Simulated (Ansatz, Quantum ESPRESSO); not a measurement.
# Screening and band shifts of antimonene, 1 layer, part 4 of 6

Wanted: polarisability and gap of antimonene, 1 layer against a perpendicular field.

Quantum ESPRESSO 7.5; plane-wave DFT, PBE, GBRV ultrasoft pseudopotentials; geometry and cross-check by Ansatz 0.2.0 with PAW datasets.

So far. Step 4 (Electrostatic potential): The vacuum is flat to 0.1 meV/Å, so its level is well defined. Inside the slab the curve depends on the local part of the pseudopotentials; only the vacuum level has a meaning of its own. Step 5 (Band structure: no field): Along this path the valence top lies at Γ and the conduction bottom between Γ and M.

## 6. SCF with pw.x: field 0.1 V/Å

eamp is the field in Hartree atomic units (1 a.u. = 51.42 V/Å). With dipfield on, it is the field in the vacuum beside an isolated sheet. The run starts from the density of the one before.

File f1.in:

```
&control
  prefix = 'f1'
  outdir = './out'
  pseudo_dir = './pseudo'
  calculation = 'scf'
  tprnfor = .true.
  tefield = .true.
  dipfield = .true.
/
&system
  ibrav = 0
  nat = 2
  ntyp = 1
  ecutwfc = 40
  ecutrho = 200
  occupations = 'smearing'
  smearing = 'fd'
  degauss = 0.004
  edir = 3
  emaxpos = 0.97
  eopreg = 0.04
  eamp = 0.00194469
/
&electrons
  conv_thr = 1e-09
  mixing_beta = 0.4
  electron_maxstep = 120
  mixing_mode = 'plain'
  startingpot = 'file'
/
ATOMIC_SPECIES
  Sb  121.7600  sb_pbe_v1.4.uspp.F.UPF
CELL_PARAMETERS angstrom
  4.12232118356679 0.00000000000000 0.00000000000000
  -2.06116059178340 3.57003486752758 0.00000000000000
  0.00000000000000 0.00000000000000 18.65000000000000
ATOMIC_POSITIONS crystal
  Sb  0.666666666667 0.333333333333 0.456186911757
  Sb  0.333333333333 0.666666666667 0.543813088243
K_POINTS automatic
  12 12 1 0 0 0
```

The run is started by

```bash
$ cp -r out/f0.save out/f1.save
$ OMP_NUM_THREADS=1 mpirun -n 4 pw.x -nk 4 -in f1.in > f1.out
```

The program printed:

```text
[banner, memory and clock lines left out]
Program PWSCF v.7.5 starts
[...]
number of electrons       =        30.00
     number of Kohn-Sham states=           19
     kinetic-energy cutoff     =      40.0000  Ry
     charge density cutoff     =     200.0000  Ry
[...]
number of k points=    74  Fermi-Dirac smearing, width (Ry)=  0.0040
[...]
Dense  grid:    88569 G-vectors     FFT dimensions: (  36,  36, 160)
[...]
The initial density is read from file :
[...]
negative rho (up, down):  2.988E-04 0.000E+00
[...]
Starting wfcs are   18 randomized atomic wfcs +    1 random wfcs
[...]
negative rho (up, down):  2.976E-04 0.000E+00
[...]
estimated scf accuracy    <       0.00778117 Ry
[...]
negative rho (up, down):  2.977E-04 0.000E+00
[...]
estimated scf accuracy    <       0.05016839 Ry
[...]
negative rho (up, down):  2.975E-04 0.000E+00
[...]
estimated scf accuracy    <       0.00000520 Ry
[...]
negative rho (up, down):  2.979E-04 0.000E+00
[...]
estimated scf accuracy    <       0.00000108 Ry
[...]
negative rho (up, down):  2.981E-04 0.000E+00
[...]
estimated scf accuracy    <       0.00000007 Ry
[...]
negative rho (up, down):  2.983E-04 0.000E+00
[...]
estimated scf accuracy    <       0.00000002 Ry
[...]
negative rho (up, down):  2.984E-04 0.000E+00
[...]
estimated scf accuracy    <          2.1E-09 Ry
[...]
negative rho (up, down):  2.984E-04 0.000E+00
[...]
Computed dipole along edir(3) :
        Dipole                0.0695 Ry au,          0.1766 Debye
        Dipole field          0.0005 Ry au,
        E field amplitude [Ha a.u.]:  1.9447E-03
        Potential amp.        0.0997 Ry
        Total length         33.8337 bohr
[...]
the Fermi energy is    -1.0541 ev
!    total energy              =    -369.89112940 Ry
     estimated scf accuracy    <          2.6E-10 Ry
     smearing contrib. (-TS)   =      -0.00000004 Ry
     internal energy E=F+TS    =    -369.89112937 Ry
[...]
one-electron contribution =   -1029.53852703 Ry
     hartree contribution      =     519.32350376 Ry
     xc contribution           =     -88.01433603 Ry
     ewald contribution        =     228.33846744 Ry
     electric field correction =      -0.00023750 Ry
     convergence has been achieved in   8 iterations
     negative rho (up, down):  2.984E-04 0.000E+00
[...]
Total force =     0.000974     Total SCF correction =     0.000181
[...]
```

Elapsed: 30 s, on 4 MPI ranks of Arm Neoverse V2, shared host; peak memory 0.53 GiB.

This step gave:

* free energy: -5032.6252 eV
* Fermi energy: -1.054 eV
* dipole along the normal: 0.03677 e·Å
* valence top, on the run's zero: -1.677 eV
* conduction bottom, on the run's zero: -0.3638 eV
* gap by band count: 1.313 eV

The dipole goes from -0.0000 to 0.0368 e Å, 0.3677 e Å per V/Å.

## 7. Electrostatic potential

File f1.pot.in:

```
&inputpp
  prefix = 'f1'
  outdir = './out'
  filplot = 'f1.pot.dat'
  plot_num = 11
/
```

The run is started by

```bash
$ OMP_NUM_THREADS=1 mpirun -n 4 pp.x -in f1.pot.in > f1.pot.out
```

Run time: 0.83 s. Hardware: 4 MPI ranks; peak memory 0.1 GiB; 3 s of CPU time.

Read from the output:

* slope of the potential above: 0.1001 eV/Å
* upper vacuum line continued to the top atoms, over the valence top: 4.709 eV
* slope of the potential below: 0.09987 eV/Å
* lower vacuum line continued to the bottom atoms, over the valence top: 4.997 eV

The slope in the vacuum is 0.100 eV/Å for an applied 0.10 V/Å, as it should be.

## 8. SCF with pw.x: field 0.2 V/Å

f2.in is the input of step 6 with these lines changed:

```diff
@@ -1,3 +1,3 @@
 &control
-  prefix = 'f1'
+  prefix = 'f2'
   outdir = './out'
@@ -21,3 +21,3 @@
   eopreg = 0.04
-  eamp = 0.00194469
+  eamp = 0.00388938
 /
```

The run is started by

```bash
$ cp -r out/f0.save out/f2.save
$ OMP_NUM_THREADS=1 mpirun -n 4 pw.x -nk 4 -in f2.in > f2.out
```

The program printed:

```text
[banner, memory and clock lines left out]
Program PWSCF v.7.5 starts
[...]
number of electrons       =        30.00
     number of Kohn-Sham states=           19
     kinetic-energy cutoff     =      40.0000  Ry
     charge density cutoff     =     200.0000  Ry
[...]
number of k points=    74  Fermi-Dirac smearing, width (Ry)=  0.0040
[...]
Dense  grid:    88569 G-vectors     FFT dimensions: (  36,  36, 160)
[...]
The initial density is read from file :
[...]
negative rho (up, down):  2.988E-04 0.000E+00
[...]
Starting wfcs are   18 randomized atomic wfcs +    1 random wfcs
[...]
negative rho (up, down):  2.942E-04 0.000E+00
[...]
estimated scf accuracy    <       0.03116385 Ry
[...]
negative rho (up, down):  2.945E-04 0.000E+00
[...]
estimated scf accuracy    <       0.19942962 Ry
[...]
negative rho (up, down):  2.942E-04 0.000E+00
[...]
estimated scf accuracy    <       0.00002651 Ry
[...]
negative rho (up, down):  2.955E-04 0.000E+00
[...]
estimated scf accuracy    <       0.00000494 Ry
[...]
negative rho (up, down):  2.962E-04 0.000E+00
[...]
estimated scf accuracy    <       0.00000028 Ry
[...]
negative rho (up, down):  2.968E-04 0.000E+00
[...]
estimated scf accuracy    <       0.00000006 Ry
[...]
negative rho (up, down):  2.971E-04 0.000E+00
[...]
estimated scf accuracy    <          7.7E-09 Ry
[...]
negative rho (up, down):  2.970E-04 0.000E+00
[...]
Computed dipole along edir(3) :
        Dipole                0.1391 Ry au,          0.3535 Debye
        Dipole field          0.0009 Ry au,
        E field amplitude [Ha a.u.]:  3.8894E-03
        Potential amp.        0.1993 Ry
        Total length         33.8337 bohr
[...]
the Fermi energy is    -1.0427 ev
!    total energy              =    -369.89153526 Ry
     estimated scf accuracy    <          6.8E-10 Ry
     smearing contrib. (-TS)   =      -0.00000004 Ry
     internal energy E=F+TS    =    -369.89153523 Ry
[...]
one-electron contribution =   -1029.53262405 Ry
     hartree contribution      =     519.31776802 Ry
     xc contribution           =     -88.01419603 Ry
     ewald contribution        =     228.33846744 Ry
     electric field correction =      -0.00095061 Ry
     convergence has been achieved in   8 iterations
     negative rho (up, down):  2.970E-04 0.000E+00
[...]
Total force =     0.001038     Total SCF correction =     0.000266
[...]
```

Wall time 30 s (4 MPI ranks); peak memory 0.53 GiB; 2 min of CPU time.

This step gave:

| Property | Result |
| --- | --- |
| free energy | -5032.6307 eV |
| Fermi energy | -1.043 eV |
| dipole along the normal | 0.07360 e·Å |
| valence top, on the run's zero | -1.665 eV |
| conduction bottom, on the run's zero | -0.3527 eV |
| gap by band count | 1.312 eV |

The dipole goes from -0.0000 to 0.0736 e Å, 0.3680 e Å per V/Å.

## 9. Electrostatic potential

File f2.pot.in:

```
&inputpp
  prefix = 'f2'
  outdir = './out'
  filplot = 'f2.pot.dat'
  plot_num = 11
/
```

The run is started by

```bash
$ OMP_NUM_THREADS=1 mpirun -n 4 pp.x -in f2.pot.in > f2.pot.out
```

Run time: 0.83 s. Hardware: 4 MPI ranks; peak memory 0.11 GiB.

This step gave:

```
slope of the potential above                                          : 0.2001 eV/Å
upper vacuum line continued to the top atoms, over the valence top    : 4.568 eV
slope of the potential below                                          : 0.1998 eV/Å
lower vacuum line continued to the bottom atoms, over the valence top : 5.145 eV
```

The slope in the vacuum is 0.200 eV/Å for an applied 0.20 V/Å, as it should be.

## 10. Bands along a path: field 0.2 V/Å

File f2.bands.in:

```
&control
  prefix = 'f2.bands'
  outdir = './out'
  pseudo_dir = './pseudo'
  calculation = 'bands'
  tefield = .true.
  dipfield = .true.
/
&system
  ibrav = 0
  nat = 2
  ntyp = 1
  ecutwfc = 40
  ecutrho = 200
  occupations = 'smearing'
  smearing = 'fd'
  degauss = 0.004
  edir = 3
  emaxpos = 0.97
  eopreg = 0.04
  eamp = 0.00388938
  nbnd = 21
/
&electrons
  conv_thr = 1e-07
  mixing_beta = 0.4
  electron_maxstep = 120
  mixing_mode = 'local-TF'
/
ATOMIC_SPECIES
  Sb  121.7600  sb_pbe_v1.4.uspp.F.UPF
CELL_PARAMETERS angstrom
  4.12232118356679 0.00000000000000 0.00000000000000
  -2.06116059178340 3.57003486752758 0.00000000000000
  0.00000000000000 0.00000000000000 18.65000000000000
ATOMIC_POSITIONS crystal
  Sb  0.666666666667 0.333333333333 0.456186911757
  Sb  0.333333333333 0.666666666667 0.543813088243
K_POINTS crystal_b
4
  0.0000000000 0.0000000000 0.0000000000 14
  0.5000000000 0.0000000000 0.0000000000 14
  0.3333333333 0.3333333333 0.0000000000 14
  0.0000000000 0.0000000000 0.0000000000 1
```

The run is started by

```bash
$ cp -r out/f2.save out/f2.bands.save
$ cp out/f2.xml out/f2.bands.xml
$ OMP_NUM_THREADS=1 mpirun -n 4 pw.x -nk 4 -in f2.bands.in > f2.bands.out
```

The program printed:

```text
[banner, memory and clock lines left out]
Program PWSCF v.7.5 starts
[citation notice left out]

[...]
bravais-lattice index     =            0
     lattice parameter (alat)  =       7.7901  a.u.
     unit-cell volume          =    1852.2079 (a.u.)^3
     number of atoms/cell      =            2
     number of atomic types    =            1
     number of electrons       =        30.00
     number of Kohn-Sham states=           21
     kinetic-energy cutoff     =      40.0000  Ry
     charge density cutoff     =     200.0000  Ry
     Exchange-correlation=  SLA  PW   PBX  PBC
                           (   1   4   3   4   0   0   0)

[...]
PseudoPot. # 1 for Sb read from file:
     ./pseudo/sb_pbe_v1.4.uspp.F.UPF
     Pseudo is Ultrasoft + core correction, Zval = 15.0
     Generated by new atomic code, or converted to UPF format
     Using radial grid of  891 points,  6 beta functions with:
                l(1) =   0
                l(2) =   0
                l(3) =   1
                l(4) =   1
                l(5) =   2
                l(6) =   2
     Q(r) pseudized with  8 coefficients,  rinner =    1.350   1.350   1.350
                                                       1.350   1.350

     atomic species   valence    mass     pseudopotential
     Sb               15.00   121.76000     Sb( 1.00)

     No symmetry found

[...]
number of k points=    43  Fermi-Dirac smearing, width (Ry)=  0.0040
[...]
Dense  grid:    88569 G-vectors     FFT dimensions: (  36,  36, 160)

     Smooth grid:    63405 G-vectors     FFT dimensions: (  32,  32, 144)

     The potential is recalculated from file :
     ./out/f2.bands.save/charge-density

     negative rho (up, down):  2.970E-04 0.000E+00

     Adding external electric field

     Computed dipole along edir(3) :
        Dipole                0.1391 Ry au,          0.3535 Debye
        Dipole field          0.0009 Ry au,

        E field amplitude [Ha a.u.]:  3.8894E-03
        Potential amp.        0.1993 Ry
        Total length         33.8337 bohr

     Starting wfcs are   18 randomized atomic wfcs +    3 random wfcs

     Band Structure Calculation
     Davidson diagonalization with overlap

     ethr =  3.33E-10,  avg # of iterations = 34.6

     End of band structure calculation

          k = 0.0000 0.0000 0.0000 (  7925 PWs)   bands (ev):

   -30.2266 -30.2266 -30.1559 -30.1559 -30.1110 -30.0495 -30.0495 -30.0131
   -29.9696 -29.9696 -12.9103  -7.9529  -2.2336  -1.6651  -1.6651  -0.0862
     1.1338   1.1338   2.0983   2.9139   3.4417

          k = 0.0357 0.0206 0.0000 (  7923 PWs)   bands (ev):

   -30.2266 -30.2260 -30.1558 -30.1555 -30.1109 -30.0498 -30.0495 -30.0133
   -29.9704 -29.9697 -12.8967  -7.9522  -2.2277  -1.8405  -1.6984   0.0665
     1.0944   1.1667   2.1155   2.9311   3.4582

[...]
```

Run time: 13 s. Hardware: 4 MPI ranks; peak memory 0.34 GiB; 50 s of CPU time.

Numbers from this step:

```
conduction bottom, on the run's zero : -0.3648 eV
gap by band count                    : 1.300 eV
```

Band numbers count within the set of bands kept for display. The electronic bands at the labelled points (eV, zero at the highest filled level of the SCF mesh; v1 is the highest filled band, c1 the lowest empty one):

| point | v4 | v3 | v2 | v1 | c1 | c2 | c3 | c4 |
| --- | --- | --- | --- | --- | --- | --- | --- | --- |
| Γ | -6.29 | -0.57 | 0.00 | 0.00 | 1.58 | 2.80 | 2.80 | 3.76 |
| halfway | -6.48 | -2.59 | -0.94 | -0.52 | 1.38 | 3.47 | 3.51 | 4.48 |
| M | -7.76 | -2.92 | -1.54 | -1.44 | 1.66 | 2.48 | 3.57 | 5.12 |
| halfway | -7.89 | -3.09 | -2.07 | -1.44 | 2.08 | 2.95 | 3.30 | 5.54 |
| K | -8.45 | -3.48 | -1.78 | -1.76 | 1.55 | 3.61 | 3.61 | 6.62 |
| halfway | -6.61 | -2.60 | -1.83 | -0.50 | 2.21 | 2.75 | 3.77 | 4.72 |
| Γ | -6.29 | -0.57 | 0.00 | 0.00 | 1.58 | 2.80 | 2.80 | 3.76 |

The electronic bands as a text plot (rows in eV, shown from -8.0 to 5.1 only):

```
    4.8 |++++++++++ +++                            +++  +++++++++
    4.3 |     ++++++                                  +++++
    3.7 |+++++   +++++++++++++++      +++++++++++++++++++++++++++
    3.2 |    +++++++++++        +++++++   ++++             +++
    2.6 |+++++          ++++++++ ++           +++++++++++++++++++
    2.1 |  +++++                ++++++        +++  ++++++++  +
    1.6 |++     ++++++++++++++++      ++++++++                +++
    1.0 |
    0.5 |
   -0.1 |*****                                               ****
   -0.6 |**************                          ****************
   -1.2 |    *     *****************        *****     ***  **
   -1.7 |     ***         ********  ********        **   **
   -2.3 |        **               *****     ***    *  ***
   -2.8 |          ****************            *******
   -3.4 |                          ************
   -3.9 |
   -4.5 |
   -5.0 |
   -5.5 |
   -6.1 |********                                        ********
   -6.6 |        ******                            ******
   -7.2 |              ***                     ****
   -7.7 |                 ************      ***
         Γ                   M           K                      Γ
```

Upper empty bands that drop with the field can be states of the vacuum, held by the sawtooth; they depend on the cell's width.

Along this path the valence top lies at Γ and the conduction bottom between Γ and M.

## 11. SCF with pw.x: field 0.3 V/Å

f3.in is the input of step 8 with these lines changed:

```diff
@@ -1,3 +1,3 @@
 &control
-  prefix = 'f2'
+  prefix = 'f3'
   outdir = './out'
@@ -21,3 +21,3 @@
   eopreg = 0.04
-  eamp = 0.00388938
+  eamp = 0.00583407
 /
```

The run is started by

```bash
$ cp -r out/f0.save out/f3.save
$ OMP_NUM_THREADS=1 mpirun -n 4 pw.x -nk 4 -in f3.in > f3.out
```

The program printed:

```text
[banner, memory and clock lines left out]
Program PWSCF v.7.5 starts
[...]
number of electrons       =        30.00
     number of Kohn-Sham states=           19
     kinetic-energy cutoff     =      40.0000  Ry
     charge density cutoff     =     200.0000  Ry
[...]
number of k points=    74  Fermi-Dirac smearing, width (Ry)=  0.0040
[...]
Dense  grid:    88569 G-vectors     FFT dimensions: (  36,  36, 160)
[...]
The initial density is read from file :
[...]
negative rho (up, down):  2.988E-04 0.000E+00
[...]
Starting wfcs are   18 randomized atomic wfcs +    1 random wfcs
[...]
negative rho (up, down):  2.877E-04 0.000E+00
[...]
estimated scf accuracy    <       0.07028306 Ry
[...]
negative rho (up, down):  2.877E-04 0.000E+00
[...]
estimated scf accuracy    <       0.44484166 Ry
[...]
negative rho (up, down):  2.879E-04 0.000E+00
[...]
estimated scf accuracy    <       0.00008517 Ry
[...]
negative rho (up, down):  2.915E-04 0.000E+00
[...]
estimated scf accuracy    <       0.00001347 Ry
[...]
negative rho (up, down):  2.930E-04 0.000E+00
[...]
estimated scf accuracy    <       0.00000084 Ry
[...]
negative rho (up, down):  2.943E-04 0.000E+00
[...]
estimated scf accuracy    <       0.00000018 Ry
[...]
negative rho (up, down):  2.948E-04 0.000E+00
[...]
estimated scf accuracy    <       0.00000002 Ry
[...]
negative rho (up, down):  2.948E-04 0.000E+00
[...]
estimated scf accuracy    <          1.4E-09 Ry
[...]
negative rho (up, down):  2.948E-04 0.000E+00
[...]
Computed dipole along edir(3) :
        Dipole                0.2089 Ry au,          0.5310 Debye
        Dipole field          0.0014 Ry au,
        E field amplitude [Ha a.u.]:  5.8341E-03
        Potential amp.        0.2989 Ry
        Total length         33.8337 bohr
[...]
the Fermi energy is    -1.0333 ev
!    total energy              =    -369.89221216 Ry
     estimated scf accuracy    <          2.1E-10 Ry
     smearing contrib. (-TS)   =      -0.00000004 Ry
     internal energy E=F+TS    =    -369.89221213 Ry
[...]
one-electron contribution =   -1029.52276669 Ry
     hartree contribution      =     519.30820804 Ry
     xc contribution           =     -88.01397932 Ry
     ewald contribution        =     228.33846744 Ry
     electric field correction =      -0.00214159 Ry
     convergence has been achieved in   9 iterations
     negative rho (up, down):  2.948E-04 0.000E+00
[...]
Total force =     0.001141     Total SCF correction =     0.000070
[...]
```

Wall time 33 s (4 MPI ranks); peak memory 0.6 GiB.

Numbers from this step:

```
free energy                          : -5032.6399 eV
Fermi energy                         : -1.033 eV
dipole along the normal              : 0.1106 e·Å
valence top, on the run's zero       : -1.655 eV
conduction bottom, on the run's zero : -0.3436 eV
gap by band count                    : 1.312 eV
```

The dipole goes from -0.0000 to 0.1106 e Å, 0.3685 e Å per V/Å.

## 12. Electrostatic potential

File f3.pot.in:

```
&inputpp
  prefix = 'f3'
  outdir = './out'
  filplot = 'f3.pot.dat'
  plot_num = 11
/
```

The run is started by

```bash
$ OMP_NUM_THREADS=1 mpirun -n 4 pp.x -in f3.pot.in > f3.pot.out
```

Run time: 0.83 s. Hardware: 4 MPI ranks; peak memory 0.11 GiB; 3 s of CPU time.

Read from the output:

* slope of the potential above: 0.3001 eV/Å
* upper vacuum line continued to the top atoms, over the valence top: 4.429 eV
* slope of the potential below: 0.2998 eV/Å
* lower vacuum line continued to the bottom atoms, over the valence top: 5.297 eV

The slope in the vacuum is 0.300 eV/Å for an applied 0.30 V/Å, as it should be.

Each curve counts from the valence top of its own run.

The runs together. The potential energy by z:

| z (Å) | potential at 0 V/Å (eV) | potential at 0.1 V/Å (eV) | potential at 0.2 V/Å (eV) | potential at 0.3 V/Å (eV) |
| --- | --- | --- | --- | --- |
| 0 | 4.85 | 4.50 | 4.15 | 3.80 |
| 1 | 4.85 | 4.25 | 3.65 | 3.05 |
| 2 | 4.85 | 4.35 | 3.85 | 3.35 |
| 3 | 4.85 | 4.45 | 4.04 | 3.65 |
| 4 | 4.85 | 4.55 | 4.24 | 3.95 |
| 5 | 4.85 | 4.64 | 4.44 | 4.24 |
| 6 | 4.79 | 4.68 | 4.57 | 4.46 |
| 7 | 4.00 | 3.97 | 3.94 | 3.91 |
| 8 | -4.93 | -4.94 | -4.94 | -4.94 |
| 9 | -6.92 | -6.92 | -6.92 | -6.92 |
| 10 | -9.48 | -9.48 | -9.48 | -9.48 |
| 11 | 0.204 | 0.212 | 0.220 | 0.228 |
| 12 | 4.51 | 4.57 | 4.62 | 4.68 |
| 13 | 4.83 | 4.97 | 5.12 | 5.27 |
| 14 | 4.85 | 5.09 | 5.34 | 5.59 |
| 15 | 4.85 | 5.20 | 5.54 | 5.89 |
| 16 | 4.85 | 5.30 | 5.74 | 6.19 |
| 17 | 4.85 | 5.40 | 5.94 | 6.49 |
| 18 | 4.85 | 5.50 | 6.14 | 6.79 |

(Continued in part 5 of 6.)

[Logs are printed without paths, hosts, clocks, repeated set-up lines and the standing remarks that a program may print on its own settings, such as how far it seeks lower states.]

[Hosts, paths, dates, database ids (printed as entryN), source tags and the programs' standing remarks are cut or masked in the printed files.]

[Maps of the electrostatic potential energy from Ansatz leave out the sawtooth potential of an applied field or a dipole correction, so their vacuum need not be flat; planar profiles and work functions include it.]
